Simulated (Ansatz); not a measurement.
# SiO2 (Cristobalite): the gap up the ladder of methods

What gap does each level of theory give for SiO2 (Cristobalite), and in what time?

Main program and level: Ansatz 0.2.0; density functionals, hybrids and G0W0, plane waves, PAW.

This is a report of a sequence of runs, with most program output left out.

The database entry behind the starting cell lists a temperature of 340 K, so it need not match the best structure at ambient conditions.

In doubt: masses and optical values from hybrid runs of this build are listed as unsure (step 9), which bears on the screening that GW takes from such a start.

## (1) The starting structure

It takes space group P4_12_12 (No. 92, tetragonal). The conventional cell has a = 4.982 Å, b = 4.982 Å, c = 6.963 Å, α = 90.00°, β = 90.00°, γ = 90.00°. Si has 4 O at 1.60 to 1.61 Å nearest. O has 2 Si at 1.60 to 1.61 Å nearest. Farther neighbours and most contacts between anions are not listed.

Coordinates:

```cif
data_structure
_symmetry_space_group_name_H-M 'P4_12_12'
_symmetry_Int_Tables_number 92
_cell_length_a 4.9820
_cell_length_b 4.9820
_cell_length_c 6.9630
_cell_angle_alpha 90.000
_cell_angle_beta 90.000
_cell_angle_gamma 90.000
_cell_volume 172.82
loop_
_atom_site_label
_atom_site_type_symbol
_atom_site_symmetry_multiplicity
_atom_site_Wyckoff_symbol
_atom_site_fract_x
_atom_site_fract_y
_atom_site_fract_z
_atom_site_occupancy
Si1 Si 4 a 0.29897 0.29897 0.00000 1
O1 O 8 b 0.23989 0.10347 0.17813 1
```

The cell and positions come from the Crystallography Open Database and are kept as given unless a step says otherwise.

The logs state that the PAW files were generated under PBE.

## (2) LDA on the 6×6×4 mesh

This step: DFT, LDA, plane waves, PAW; PAW set soft_1.

input.yaml

```yaml
crystal:
  lattice:
    - [4.982, 0.0, 0.0]
    - [0.0, 4.982, 0.0]
    - [0.0, 0.0, 6.963]
  atoms:
    - { symbol: Si, position: [0.29897, 0.29897, 0.0] }
    - { symbol: Si, position: [0.20103, 0.79897, 0.25] }
    - { symbol: Si, position: [0.70103, 0.70103, 0.5] }
    - { symbol: Si, position: [0.79897, 0.20103, 0.75] }
    - { symbol: O, position: [0.23989, 0.10347, 0.17813] }
    - { symbol: O, position: [0.39653, 0.73989, 0.42813] }
    - { symbol: O, position: [0.76011, 0.89653, 0.67813] }
    - { symbol: O, position: [0.60347, 0.26011, 0.92813] }
    - { symbol: O, position: [0.73989, 0.39653, 0.57187] }
    - { symbol: O, position: [0.89653, 0.76011, 0.32187] }
    - { symbol: O, position: [0.26011, 0.60347, 0.07187] }
    - { symbol: O, position: [0.10347, 0.23989, 0.82187] }
kpoints:
  mp_grid: { grid: [6, 6, 4] }
  band_path:
    path:
      - [0.0, 0.0, 0.0]
      - [0.0, 0.5, 0.0]
      - [0.5, 0.5, 0.0]
      - [0.0, 0.0, 0.5]
      - [0.0, 0.5, 0.5]
      - [0.5, 0.5, 0.5]
    npoints: 1
hamiltonian:
  xc: lda
  pseudopotentials: { kind: paw, azcp: { folder: soft_1 }, xc_functional: pbe }
scf:
  occupations: { method: fixed }
  n_extra_bands: 8
output:
  eigenvalues: true
  forces: true
  stress: true
  write_density: true
  write_potential: true
  elf: true
  volumetric_format: npy
```

The run is started by

```
$ ansatz run input.yaml --threads 3 --pin off --max-ram 92160MiB --backend cuda --events-out ev --progress --plain --runs-dir out --devices 1 --max-vram 13GiB
```

Run time: 10 s. Hardware: 1 × NVIDIA H100 80GB HBM3 (shared by 6 runs) with 3 threads of AMD EPYC 7R13 (Zen 3), shared host; peak memory 0.9 GiB; 4 s of CPU time.

This step gave:

* pressure: 0.1557 GPa
* gap: 5.520 eV
* valence top at: Γ
* conduction bottom at: Γ
* least direct gap: 5.520 eV

Over mesh and listed points the gap is 5.520 eV, direct, at k = Γ.

## (3) PBE on the 6×6×4 mesh

Levels along a band path and on the mesh show where this functional puts the band edges.

This step: DFT, PBE, plane waves, PAW; PAW set soft_1.

input.yaml, the sections that differ from step 2:

```yaml
kpoints:
  mp_grid: { grid: [6, 6, 4] }
  band_path:
    path:
      - [[0.0, 0.0, 0.0], [0.0, 0.5, 0.0], [0.5, 0.5, 0.0], [0.0, 0.0, 0.0], [0.0, 0.0, 0.5], [0.0, 0.5, 0.5], [0.5, 0.5, 0.5], [0.0, 0.0, 0.5]]
      - [[0.0, 0.5, 0.0], [0.0, 0.5, 0.5]]
      - [[0.5, 0.5, 0.0], [0.5, 0.5, 0.5]]
    npoints: 10
hamiltonian:
  xc: pbe
  pseudopotentials: { kind: paw, azcp: { folder: soft_1 } }
scf:
  occupations: { method: fermi_dirac, width: 0.02 }
  n_extra_bands: 8
# crystal, output: as in step 2
```

Wall time 9.6 s (1 × NVIDIA H100 80GB HBM3 (shared by 6 runs) with 3 threads); peak memory 0.98 GiB.

Numbers from this step:

| Item | Value |
| --- | --- |
| pressure | 6.386 GPa |
| filled bands | 32 |
| gap | 5.765 eV |
| valence top at | Γ |
| conduction bottom at | Γ |
| least direct gap | 5.765 eV |

Over mesh and path the gap is 5.765 eV, direct, at k = Γ. The pressure in this cell is 6 GPa; the cell is kept. PBE against LDA: 5.765 − 5.520 = +0.245 eV, with the same mesh, files and cutoff, and both edges at the same k points.

## (4) r2SCAN on the 6×6×4 mesh

r2SCAN is a meta-GGA: it depends on the kinetic-energy density as well as on the density and its gradient.

This step: DFT, r2SCAN, plane waves, PAW; PAW set soft_1.

Edit input.yaml of step 3 so:

```diff
@@ -22,11 +22,14 @@
     path:
-      - [[0.0, 0.0, 0.0], [0.0, 0.5, 0.0], [0.5, 0.5, 0.0], [0.0, 0.0, 0.0], [0.0, 0.0, 0.5], [0.0, 0.5, 0.5], [0.5, 0.5, 0.5], [0.0, 0.0, 0.5]]
-      - [[0.0, 0.5, 0.0], [0.0, 0.5, 0.5]]
-      - [[0.5, 0.5, 0.0], [0.5, 0.5, 0.5]]
-    npoints: 10
+      - [0.0, 0.0, 0.0]
+      - [0.0, 0.5, 0.0]
+      - [0.5, 0.5, 0.0]
+      - [0.0, 0.0, 0.5]
+      - [0.0, 0.5, 0.5]
+      - [0.5, 0.5, 0.5]
+    npoints: 1
 hamiltonian:
-  xc: pbe
+  xc: r2scan
   pseudopotentials: { kind: paw, azcp: { folder: soft_1 } }
 scf:
-  occupations: { method: fermi_dirac, width: 0.02 }
+  occupations: { method: fixed }
   n_extra_bands: 8
@@ -36,5 +39 @@
   stress: true
-  write_density: true
-  write_potential: true
-  elf: true
-  volumetric_format: npy
```

Elapsed: 15 s, on 1 × NVIDIA H100 80GB HBM3 (shared by 6 runs) with 3 threads; peak memory 1.1 GiB; 5 s of CPU time.

This step gave:

- pressure: 1.763 GPa
- gap: 6.376 eV
- valence top at: Γ
- conduction bottom at: Γ
- least direct gap: 6.376 eV

Over mesh and listed points the gap is 6.376 eV, direct, at k = Γ. r2SCAN against PBE: 6.376 − 5.765 = +0.611 eV. The runs also differ in plane-wave cutoff (420 eV and 500 eV), so how much of this comes from the functional alone is not known.

## (5) HSE06 on the 4×4×2 mesh

HSE06 mixes in a quarter of exact exchange at short range.

This step: DFT, HSE06, plane waves, PAW; PAW set soft_1.

Edit input.yaml of step 4 so:

```diff
@@ -19,3 +19,3 @@
 kpoints:
-  mp_grid: { grid: [6, 6, 4] }
+  mp_grid: { grid: [4, 4, 2] }
   band_path:
@@ -30,3 +30,3 @@
 hamiltonian:
-  xc: r2scan
+  xc: hse06
   pseudopotentials: { kind: paw, azcp: { folder: soft_1 } }
@@ -37,3 +37 @@
   eigenvalues: true
-  forces: true
-  stress: true
```

Elapsed: 34 s, on 1 × NVIDIA H100 80GB HBM3 (shared by 6 runs) with 3 threads; peak memory 1.3 GiB; 30 s of CPU time.

This step gave:

```yaml
gap: 7.539 eV
valence_top_at: Γ
conduction_bottom_at: Γ
least_direct_gap: 7.539 eV
exact_exchange_fraction: 0.25
```

Over mesh and listed points the gap is 7.539 eV, direct, at k = Γ. HSE06 against PBE: 7.539 − 5.765 = +1.774 eV. The runs also differ in mesh (6×6×4 and 4×4×2), so how much of this comes from the functional alone is not known.

## (6) PBE0 on the 4×4×2 mesh

PBE0 mixes in a quarter of exact exchange at all distances.

This step: DFT, PBE0, plane waves, PAW; PAW set soft_1.

Edit input.yaml of step 5 so:

```diff
@@ -30,3 +30,3 @@
 hamiltonian:
-  xc: hse06
+  xc: pbe0
   pseudopotentials: { kind: paw, azcp: { folder: soft_1 } }
@@ -37 +37,5 @@
   eigenvalues: true
+  write_density: true
+  write_potential: true
+  elf: true
+  volumetric_format: npy
```

Elapsed: 27 s, on 1 × NVIDIA H100 80GB HBM3 (shared by 6 runs) with 3 threads; peak memory 1.3 GiB; 32 s of CPU time.

This step gave:

```yaml
gap: 8.307 eV
valence_top_at: Γ
conduction_bottom_at: Γ
least_direct_gap: 8.307 eV
exact_exchange_fraction: 0.25
```

Over mesh and listed points the gap is 8.307 eV, direct, at k = Γ. PBE0 against HSE06: 8.307 − 7.539 = +0.768 eV, with the same mesh, files and cutoff, and both edges at the same k points.

## (7) DDH-PBE0 on the 4×4×2 mesh

The input asks for a share of exact exchange of one over the crystal's ε∞, which the program works out first.

This step: DFT, dielectric-dependent PBE0 (fraction 1/eps_inf of PBE), plane waves, PAW; PAW set soft_1.

Edit input.yaml of step 6 so:

```diff
@@ -18,2 +18,3 @@
     - { symbol: O, position: [0.10347, 0.23989, 0.82187] }
+  host: atoms
 kpoints:
@@ -30,3 +31,6 @@
 hamiltonian:
-  xc: pbe0
+  xc:
+    exchange: pbe
+    correlation: pbe
+    exx: { coeff: inverse_dielectric }
   pseudopotentials: { kind: paw, azcp: { folder: soft_1 } }
@@ -37,5 +41 @@
   eigenvalues: true
-  write_density: true
-  write_potential: true
-  elf: true
-  volumetric_format: npy
```

The job ended after 57 s (1 × NVIDIA H100 80GB HBM3 (shared by 6 runs) with 3 threads; peak memory 1.6 GiB).

This step gave:

```yaml
gap: 10.31 eV
valence_top_at: Γ
conduction_bottom_at: Γ
least_direct_gap: 10.31 eV
exact_exchange_fraction: 0.4432
```

Over mesh and listed points the gap is 10.310 eV, direct, at k = Γ. DDH-PBE0 against PBE0: 10.310 − 8.307 = +2.003 eV, with the same mesh, files and cutoff, and both edges at the same k points.

## (8) G0W0@PBE, 4×4×2 mesh, 947 empty bands, screening to 180 eV, PAW set soft_1 files

G0W0 replaces the xc potential by a self-energy built once from the orbitals of the start. Levels are corrected in the window of bands that the input names, at points of the mesh.

This step: G0W0 on PBE, plane waves, PAW; PAW set soft_1.

Edit input.yaml of step 7 so:

```diff
@@ -18,19 +18,6 @@
     - { symbol: O, position: [0.10347, 0.23989, 0.82187] }
-  host: atoms
 kpoints:
   mp_grid: { grid: [4, 4, 2] }
-  band_path:
-    path:
-      - [0.0, 0.0, 0.0]
-      - [0.0, 0.5, 0.0]
-      - [0.5, 0.5, 0.0]
-      - [0.0, 0.0, 0.5]
-      - [0.0, 0.5, 0.5]
-      - [0.5, 0.5, 0.5]
-    npoints: 1
 hamiltonian:
-  xc:
-    exchange: pbe
-    correlation: pbe
-    exx: { coeff: inverse_dielectric }
+  xc: pbe
   pseudopotentials: { kind: paw, azcp: { folder: soft_1 } }
@@ -38,4 +25,7 @@
   occupations: { method: fixed }
-  n_extra_bands: 8
-output:
-  eigenvalues: true
+gw:
+  n_empty_bands: 947
+  ecut_chi: 180.0
+  qp_bands: [v4, c4]
+  qp_kpoints: band_edges
+  screening: { model: contour_deformation }
```

It took 60 s on 1 × NVIDIA H100 80GB HBM3 (shared by 6 runs) with 3 threads; peak memory 3.5 GiB.

This step gave:

| Item | Value |
| --- | --- |
| bands summed | 979 |
| RPA ε∞ on this mesh (eigenvalues) | 2.148, 2.154, 2.154 |
| plane waves in the screening matrix | 967 |
| G0W0 gap over the corrected points | 8.810 eV |
| k of the valence top | 0, 0, 0 |
| k of the conduction bottom | 0, 0, 0 |
| starting gap on the mesh | 5.765 eV |
| Z at the valence top | 0.8071 |
| Z at the conduction bottom | 0.8749 |
| least direct G0W0 gap over the corrected points | 8.810 eV |

Over 11 of 12 irreducible mesh points the G0W0 gap is 8.810 eV, direct, at k = Γ. The PBE gap of this run on the mesh is 5.765 eV. The two states that bound the G0W0 gap lie that far apart at the start, so the correction of the gap is 8.810 − 5.765 = +3.045 eV.

## (9) G0W0@HSE06, 4×4×2 mesh, 440 empty bands, screening to 108 eV, PAW set soft_1 files

This step: G0W0 on HSE06, plane waves, PAW; PAW set soft_1.

Edit input.yaml of step 8 so:

```diff
@@ -21,3 +21,3 @@
 hamiltonian:
-  xc: pbe
+  xc: hse06
   pseudopotentials: { kind: paw, azcp: { folder: soft_1 } }
@@ -26,4 +26,4 @@
 gw:
-  n_empty_bands: 947
-  ecut_chi: 180.0
+  n_empty_bands: 440
+  ecut_chi: 108
   qp_bands: [v4, c4]
```

Run time: 76 s. Hardware: 1 × NVIDIA H100 80GB HBM3 (shared by 6 runs) with 3 threads; peak memory 2.2 GiB.

This step gave:

```
bands summed                                    : 472
RPA ε∞ on this mesh (eigenvalues)               : 1.957, 1.960, 1.960
plane waves in the screening matrix             : 451
G0W0 gap over the corrected points              : 9.337 eV
k of the valence top                            : 0, 0, 0
k of the conduction bottom                      : 0, 0, 0
starting gap on the mesh                        : 7.539 eV
Z at the valence top                            : 0.8387
Z at the conduction bottom                      : 0.8977
least direct G0W0 gap over the corrected points : 9.337 eV
```

Over 11 of 12 irreducible mesh points the G0W0 gap is 9.337 eV, direct, at k = Γ. The HSE06 gap of this run on the mesh is 7.539 eV. The two states that bound the G0W0 gap lie that far apart at the start, so the correction of the gap is 9.337 − 7.539 = +1.798 eV. G0W0@HSE06 against G0W0@PBE with 472 bands (a further run, in the table below): 9.337 − 8.602 = +0.735 eV, with the same mesh, files and cutoffs, and both edges at the same k points.

## (10) G0W0@LDA, 4×4×2 mesh, 440 empty bands, screening to 108 eV, PAW set soft_1 files

This step: G0W0 on LDA, plane waves, PAW; PAW set soft_1.

Edit input.yaml of step 9 so:

```diff
@@ -21,4 +21,4 @@
 hamiltonian:
-  xc: hse06
-  pseudopotentials: { kind: paw, azcp: { folder: soft_1 } }
+  xc: lda
+  pseudopotentials: { kind: paw, azcp: { folder: soft_1 }, xc_functional: pbe }
 scf:
```

Elapsed: 23 s, on 1 × NVIDIA H100 80GB HBM3 (shared by 6 runs) with 3 threads; peak memory 1.8 GiB; 28 s of CPU time.

This step gave:

```yaml
bands_summed: 472
rpa_eps_infinity_on_this_mesh_eigenvalues: 2.206, 2.214, 2.214
plane_waves_in_the_screening_matrix: 451
g0w0_gap_over_the_corrected_points: 8.544 eV
k_of_the_valence_top: 0, 0, 0
k_of_the_conduction_bottom: 0, 0, 0
starting_gap_on_the_mesh: 5.520 eV
z_at_the_valence_top: 0.8072
z_at_the_conduction_bottom: 0.8743
least_direct_g0w0_gap_over_the_corrected_points: 8.544 eV
```

Over 11 of 12 irreducible mesh points the G0W0 gap is 8.544 eV, direct, at k = Γ. The LDA gap of this run on the mesh is 5.520 eV. The two states that bound the G0W0 gap lie that far apart at the start, so the correction of the gap is 8.544 − 5.520 = +3.024 eV. G0W0@LDA against G0W0@HSE06 with 472 bands: 8.544 − 9.337 = −0.793 eV, with the same mesh, files and cutoffs, and both edges at the same k points.

## (11) The ladder

Each gap is the least one over the points named; times are wall times on shared hosts, not benchmarks. A G0W0 time includes the run's own self-consistent start. Runs with listed points see these and the mesh alone, so an edge that moves elsewhere is missed. Rows marked * are further runs, not shown as steps, whose inputs differ from the G0W0 step on the same start in the columns given; solver thresholds can differ too.

| level | mesh | files, cutoff | bands summed, screening | points | gap (eV) | valence top | conduction bottom | least direct gap (eV) | time |
| --- | --- | --- | --- | --- | --- | --- | --- | --- | --- |
| LDA | 6×6×4 | soft_1 PAW, 420 eV | - | mesh and listed points | 5.520 | Γ | Γ | 5.520 | 10 s |
| PBE | 6×6×4 | soft_1 PAW, 420 eV | - | mesh and path | 5.765 | Γ | Γ | 5.765 | 9.6 s |
| r2SCAN | 6×6×4 | soft_1 PAW, 500 eV | - | mesh and listed points | 6.376 | Γ | Γ | 6.376 | 15 s |
| HSE06 | 4×4×2 | soft_1 PAW, 420 eV | - | mesh and listed points | 7.539 | Γ | Γ | 7.539 | 34 s |
| PBE0 | 4×4×2 | soft_1 PAW, 420 eV | - | mesh and listed points | 8.307 | Γ | Γ | 8.307 | 27 s |
| DDH-PBE0 | 4×4×2 | soft_1 PAW, 420 eV | - | mesh and listed points | 10.310 | Γ | Γ | 10.310 | 57 s |
| G0W0@PBE* | 4×4×2 | soft_1 PAW, 420 eV | 187, 54 eV | 11 of 12 irreducible mesh points | 8.451 | Γ | Γ | 8.451 | 18 s |
| G0W0@PBE* | 4×4×2 | soft_1 PAW, 420 eV | 472, 108 eV | 11 of 12 irreducible mesh points | 8.602 | Γ | Γ | 8.602 | 29 s |
| G0W0@PBE | 4×4×2 | soft_1 PAW, 420 eV | 979, 180 eV | 11 of 12 irreducible mesh points | 8.810 | Γ | Γ | 8.810 | 60 s |
| G0W0@PBE* | 2×2×2 | soft_1 PAW, 420 eV | 472, 108 eV | all 6 irreducible mesh points | 8.623 | Γ | Γ | 8.623 | 14 s |
| G0W0@HSE06 | 4×4×2 | soft_1 PAW, 420 eV | 472, 108 eV | 11 of 12 irreducible mesh points | 9.337 | Γ | Γ | 9.337 | 76 s |
| G0W0@LDA | 4×4×2 | soft_1 PAW, 420 eV | 472, 108 eV | 11 of 12 irreducible mesh points | 8.544 | Γ | Γ | 8.544 | 23 s |

## (12) Outcome

```yaml
lda_over_mesh_and_listed_points: 5.520 eV
pbe_over_mesh_and_path: 5.765 eV
r2scan_over_mesh_and_listed_points: 6.376 eV
hse06_over_mesh_and_listed_points: 7.539 eV
pbe0_over_mesh_and_listed_points: 8.307 eV
ddh_pbe0_over_mesh_and_listed_points: 10.310 eV
g0w0_pbe_979_bands_4x4x2_over_11_of_12_irreducible_mesh_points: 8.810 eV
g0w0_hse06_over_11_of_12_irreducible_mesh_points: 9.337 eV
g0w0_lda_over_11_of_12_irreducible_mesh_points: 8.544 eV
known_limits: finite bands, screening cutoff and k mesh; no spin-orbit coupling in G0W0
```

In words: The rows run from 5.520 eV (LDA) to 10.310 eV (DDH-PBE0). They differ in mesh, plane-wave cutoff, bands and screening cutoff of G0W0 and the points over which the gap was sought as well as in level, so only pairs that share these are like for like. PBE against LDA: 5.765 − 5.520 = +0.245 eV, with the same mesh, files and cutoff, and both edges at the same k points. PBE0 against HSE06: 8.307 − 7.539 = +0.768 eV, with the same mesh, files and cutoff, and both edges at the same k points. DDH-PBE0 against PBE0: 10.310 − 8.307 = +2.003 eV, with the same mesh, files and cutoff, and both edges at the same k points. G0W0@HSE06 against G0W0@PBE with 472 bands: 9.337 − 8.602 = +0.735 eV, with the same mesh, files and cutoffs, and both edges at the same k points. G0W0@LDA against G0W0@HSE06 with 472 bands: 8.544 − 9.337 = −0.793 eV, with the same mesh, files and cutoffs, and both edges at the same k points. The dielectric-dependent hybrid took 0.443 of exact exchange, against 0.25 in PBE0. G0W0@PBE (979 bands, 4×4×2) moves the gap of its own start on the mesh by 8.810 − 5.765 = +3.045 eV, between the same two levels. Both edges that PBE shows over mesh and path lie at k points where levels were corrected. Levels at other points were not corrected, so a lower G0W0 gap elsewhere in the zone is not ruled out. G0W0@HSE06 moves the gap of its own start on the mesh by 9.337 − 7.539 = +1.798 eV, between the same two levels. Both edges that HSE06 shows over mesh and listed points lie at k points where levels were corrected. Levels at other points were not corrected, so a lower G0W0 gap elsewhere in the zone is not ruled out. G0W0@LDA moves the gap of its own start on the mesh by 8.544 − 5.520 = +3.024 eV, between the same two levels. Both edges that LDA shows over mesh and listed points lie at k points where levels were corrected. Levels at other points were not corrected, so a lower G0W0 gap elsewhere in the zone is not ruled out. For G0W0@PBE: from 187 bands and 54 eV to 979 bands and 180 eV the gap moves by 8.810 − 8.451 = +0.359 eV (rung by rung 8.451, 8.602, 8.810 eV); bands and screening cutoff rise together, so their parts are not told apart. A line in one over the bands through the two highest rungs gives 8.810 + (8.810 − 8.602) × 472 / (979 − 472) = 9.004 eV, and through the pair below 8.602 + (8.602 − 8.451) × 187 / (472 − 187) = 8.701 eV. The two differ by 0.303 eV, not under the 0.030 eV asked, so the law does not hold well over these rungs and the limit is not known. The other G0W0 rows are shown at one basis each (472 bands), so their distance from the limit is not known here. With the 2×2×2 mesh in place of the 4×4×2 mesh and all else as in the G0W0@PBE row with 472 bands, the gap differs by 8.623 − 8.602 = +0.021 eV, and that of the start by 5.764 − 5.765 = −0.001 eV. The G0W0 runs are scalar-relativistic. G0W0@PBE runs of this series with other atomic data on the same mesh, not shown as steps, give 8.626 eV (hard PAW, 930 eV, 472 bands, screening to 108 eV; the table's row with the same empty bands and screening cutoff has 8.602 eV); where bands and cutoffs differ too, the part of the files is not isolated.

[Paths, hosts, dates, memory and timing lines, banners, echoed tables and standing remarks are left out of the program output.]

[Logs are printed without paths, hosts, clocks, repeated set-up lines and the standing remarks that a program may print on its own settings, such as how far it seeks lower states.]

[Runs of the session that timed out or met a known fault of the program may be left out.]

[Cells called generated may have been cut or substituted from an entry of the Crystallography Open Database or the Materials Project.]

[Hosts, paths, dates, database ids (printed as entryN), source tags and the programs' standing remarks are cut or masked in the printed files.]

[Where an RPA ε∞ is given, it is that of the G0W0 mesh and is not shown converged in it. Names of k-points follow the symmetry that the program found, which can be lower than the space group named. Band edges on a path are those of the sampled points; other points can move an edge, and change direct to indirect where valleys lie close.]

[Hybrid gaps are those of their k-mesh and are not shown converged in it.]
